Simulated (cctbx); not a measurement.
## What is wrong with this refinement?

Cell a = 4.0030 Å, b = 4.0030 Å, c = 10.3790 Å, α = 90.00°, β = 90.00°, γ = 90.00°; space group I4/mmm (no. 139).

Simulated single-crystal data (cctbx): Cu Kα, λ = 1.54184 Å, to d = 0.83 Å, 50 % of the full sphere, strongest reflection 70000 counts, noise from counting, a 2 % proportional error and a noise floor of 15 counts (s.d.); no absorption.

An isotropic refinement with weights 1/σ² prints:

```text
Rint 0.017, 57 unique reflections to 0.83 A
cycle     R1     wR2    GooF  max shift (A)
   1  0.6473  0.8858  69.407   0.31743
   3  0.0045  0.0117   0.921   0.00000
final R1 0.0045 wR2 0.0117 GooF 0.921  parameters 4  data/parameter 14.2
atom        x        y        z      Ueq    occ   su(xyz)  su(Uiso or U11)
Pr1    0.00000  0.00000  0.00000   0.0148  1.000  0.00000  0.0001
Ge1    0.00000  0.00000  0.38406   0.0145  1.000  0.00003  0.0001
Be1    0.50000  0.00000  0.25000   0.0267  1.000  0.00000  0.0013
difference map: max 0.29 min -0.34 rms 0.05
Q1    0.0000  0.0000  0.1424    4    0.29  1.48 A from Pr1
Q2    0.0000  0.5000  0.1898    8    0.23  0.63 A from Be1
Q3    0.0000  0.0000  0.5000    2    0.18  1.20 A from Ge1
Q4    0.0000  0.0000  0.2402    4    0.17  1.49 A from Ge1
Q5    0.2560  0.2560  0.0000    8    0.13  1.45 A from Pr1
Q6    0.0000  0.4058  0.4423   16    0.12  1.73 A from Ge1
```

**Question.** Can this result stand? If not, what is the likely fault?

It can stand. The set-up had a fault (start far from the minimum), but the refinement still reached the right minimum: R1 = 0.0045, wR2 = 0.0117, GooF = 0.92 against R1 = 0.0045, wR2 = 0.0117, GooF = 0.92 for the right model.

The compound is PrBe2Ge2. The right model at the same level gives:

```text
Rint 0.017, 57 unique reflections to 0.83 A
cycle     R1     wR2    GooF  max shift (A)
   1  0.0711  0.2343  18.356   0.04731
   2  0.0045  0.0117   0.921   0.00000
final R1 0.0045 wR2 0.0117 GooF 0.921  parameters 4  data/parameter 14.2
atom        x        y        z      Ueq    occ   su(xyz)  su(Uiso or U11)
Pr1    0.00000  0.00000  0.00000   0.0148  1.000  0.00000  0.0001
Ge1    0.00000  0.00000  0.38406   0.0145  1.000  0.00003  0.0001
Be1    0.50000  0.00000  0.25000   0.0267  1.000  0.00000  0.0013
difference map: max 0.29 min -0.34 rms 0.05
Q1    0.0000  0.0000  0.1424    4    0.29  1.48 A from Pr1
Q2    0.0000  0.5000  0.1898    8    0.23  0.63 A from Be1
Q3    0.0000  0.0000  0.5000    2    0.18  1.20 A from Ge1
Q4    0.0000  0.0000  0.2402    4    0.17  1.49 A from Ge1
Q5    0.2560  0.2560  0.0000    8    0.13  1.45 A from Pr1
Q6    0.0000  0.4058  0.4423   16    0.12  1.73 A from Ge1
```

Isotropic U is held between 0.0001 and 1 Å² by the program, and listed peak heights are interpolated, so they can pass the grid's maximum.

The model is made up (kin elements in a known structure type, no relaxation), so it says nothing on whether the phase exists.

[Middle refinement cycles are left out of these outputs.]

[Logs are printed without paths, hosts, clocks, repeated set-up lines and the standing remarks that a program may print on its own settings, such as how far it seeks lower states.]
